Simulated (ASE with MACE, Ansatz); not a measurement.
# Boundary energy of Σ19 (331)[1-10] symmetric tilt boundary in Mo (56 atoms)

What is the boundary energy of this cell, counted against the bulk crystal, and how far does it hang on functional and mesh?

Calculated with Ansatz 0.2.0: Kohn-Sham DFT, PBE, PAW (set soft_2), plane waves; cutoff 420 eV, fermi-dirac smearing of 0.1 eV. Cutoffs: 420 eV for PBE and PBEsol; 500 eV for r2SCAN.

**The cells**

The cell holds 56 atoms: 56 Mo. Its edges and angles: a = 9.993 Å, b = 9.993 Å, c = 21.221 Å, α = 90.0°, β = 90.0°, γ = 25.8°. It derives from Mo. The starting structure: Two grains of Mo, one the mirror image of the other in the boundary plane, two boundaries a cell; of 5 trial joints (lateral shifts, openings, close atoms taken out) the lowest after a short relaxation with the MACE-MP-0b2 potential was kept (shift [0.5, 0.0] of the surface cell, opening 0.96 Å, one of each pair under 1.92 Å removed), then its atoms and the cell's length along the normal were relaxed with that potential. Lattice constants are starting values near those of PBE.

The bulk reference is Mo2 in a cell of 2 atoms, 15.777 Å³ an atom.

The input of the single point on the relaxed cell:

```yaml
crystal:
  lattice:
    - [9.9928, 0.0, 0.0]
    - [8.99352, 4.35576, 0.0]
    - [0.0, 0.0, 21.22085]
  atoms:
    - { symbol: Mo, position: [0.86176, 0.81688, 0.00357] }
    - { symbol: Mo, position: [0.28415, 0.23453, 0.00905] }
    - { symbol: Mo, position: [0.69392, 0.67788, 0.02566] }
    - { symbol: Mo, position: [0.08465, 0.12627, 0.05365] }
    [... 50 atom lines left out ...]
    - { symbol: Mo, position: [0.2685, 0.8181, 0.50905] }
    - { symbol: Mo, position: [0.69089, 0.23572, 0.50357] }
kpoints:
  mp_grid: { grid: [8, 8, 2] }
hamiltonian:
  xc: pbe
scf:
  occupations: { method: fermi_dirac, width: 0.1 }
output:
  forces: true
  stress: true
  populations: true
  dos:
    method: { smearing: { sigma: 0.08 } }
    de: 0.1
    projected:
      site_lists:
        Mo: [Mo]
        lower_grain: [... 28 sites ...]
        upper_grain: [... 28 sites ...]
  eigenvalues: true
  write_density: true
  write_potential: true
  volumetric_format: npy
```

| cell | formula | k-mesh | relaxation steps | gain on relaxing (eV) | free energy, PBE (eV) | time of its runs on this page |
| --- | --- | --- | --- | --- | --- | --- |
| Sigma19 (331)[1-10] symmetric tilt boundary in Mo | Mo56 | 8×8×2 (relaxed on 6×6×1) | 6 | 1.62 | -277524.974 | 2.8 min |
| bulk Mo | Mo2 | 17×17×17 | - | - | -9912.065 | 11 s |

**Boundary energy**

The excess is the cell's free energy less 28 times that of the bulk cell. It is divided by twice the area, as the cell holds two boundaries, so the value is their mean, and they need not be alike (43.53 Å²), with 1 eV/Å² = 16.022 J/m².

```
           level   k-mesh  excess (eV)  boundary energy (J/m²)  per area (meV/Å²)
             PBE    8×8×2       12.850                   2.365              147.6
PBE, denser mesh  11×11×2       12.844                   2.364              147.5
          r2SCAN    8×8×2       14.127                   2.600              162.3
          PBEsol    8×8×2       14.176                   2.609              162.8
```

Worked for the first row at PBE: (-277524.974) − 28 × (-9912.065) = 12.850 eV (from unrounded energies).

Then 12.850 / (2 × 43.53) × 16.022 = 2.365 J/m².

**Findings**

At PBE the boundary energy is 2.37 J/m². At the same geometries the levels give 2.37 (PBE) to 2.61 J/m² (PBEsol) and the denser mesh leaves it within 0.01 J/m². Relaxing the atoms lowered it by 0.298 J/m² from the start (on the 6×6×1 mesh of the relaxation), and the farthest atom moved 0.22 Å.

Limits: The cell edges were held, so the lattice is the typed one for every functional, and the length along the normal is the one that the machine-learned potential gave. Cell and bulk are sampled on unlike meshes, and the error grows with the number of atoms subtracted. These are free energies under a smearing of 0.1 eV, whose entropy term isn't removed. The joint was picked among a few trials by a machine-learned potential, and a lower one may exist. In some runs the program notes that the atoms just miss a symmetry operation and positions were snapped to a detected symmetry.

[Logs are printed without paths, hosts, clocks, repeated set-up lines and the standing remarks that a program may print on its own settings, such as how far it seeks lower states.]

[Hosts, paths, dates, database ids (printed as entryN), source tags and the programs' standing remarks are cut or masked in the printed files.]
